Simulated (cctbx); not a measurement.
# Symmetry from intensities

Cell: a = 6.7510 Å, b = 6.7510 Å, c = 5.3020 Å, α = 90.00°, β = 90.00°, γ = 90.00°. Expected content of the cell: Sm2 Ti4 Al8.

The data are simulated with cctbx, not measured: Mo Kα, λ = 0.71073 Å, to d = 0.77 Å, 50 % of the full sphere, strongest reflection 70000 counts, noise from counting, a 1.5 % proportional error and a noise floor of 8 counts (s.d.); no absorption, some extinction.

Tests on the unmerged data give:

```text
1115 reflections to d = 0.772 A
centring   violations  <I/sigma> of those
    A        281 of   553     22.9
    B        262 of   545     21.4
    C        273 of   568     22.8
    I          0 of   569     -0.0
    R        360 of   739     22.2
    F        408 of   833     22.4
Laue class    unique    Rint  (classes that these axes allow; Friedel mates merged)
I 1 2/m 1         272   0.011
I 1 1 2/m         274   0.011
I 2/m 1 1         267   0.011
I m m m           171   0.012
I 4/m             151   0.012
I 4/m m m          98   0.013
space group    extra absences  I>4sigma  <I/sigma>
I 4 2 2                 0          0         -  acentric
I 4 m m                 0          0         -  acentric
I -4 m 2                0          0         -  acentric
I -4 2 m                0          0         -  acentric
I 4/m m m               0          0         -  centric
Wilson B = 1.64 A^2   <|E^2-1|> = 0.507 (0.968 centric, 0.736 acentric)   E^2>4: 0.0 %
shell (A)         n   <I/sigma>
 4.77 - 1.53     17    105.5
 1.53 - 1.22     13    100.2
 1.22 - 1.07     12    108.9
 1.07 - 0.97     12    110.2
 0.97 - 0.90     10     94.9
 0.90 - 0.85     12     91.1
 0.85 - 0.81     13     83.8
 0.81 - 0.77      9     65.5
```

Q: Read the symmetry from these tables.

The reflections that I centring forbids are absent (⟨I/σ⟩ near 0), so the lattice is I.

Rint stays low (0.011 to 0.013) up to I 4/m m m, the highest class in these axes.

5 settings pass the absence test. No glide or screw absences show, which leaves I 4 2 2, I 4 m m, I -4 m 2, I -4 2 m and I 4/m m m.

⟨|E²−1|⟩ = 0.507 leans to a non-centrosymmetric structure, or to twinning, which lowers it. Here that hint misleads: the statistic assumes many like atoms on general positions, and few, heavy or special-position atoms break it. The Wilson B of 1.64 Å² means U ≈ 0.0208 Å².

The true group is I4/mmm (no. 139), Laue class 4/mmm, centrosymmetric. The tables only narrow the choice to the tied entries; cell content, site symmetry and trial solutions must settle it.

The model was made for the exercise: a known structure type with other elements put in, its volume estimated, not relaxed; displacement parameters are assumed.

[Logs are printed without paths, hosts, clocks, repeated set-up lines and the standing remarks that a program may print on its own settings, such as how far it seeks lower states.]
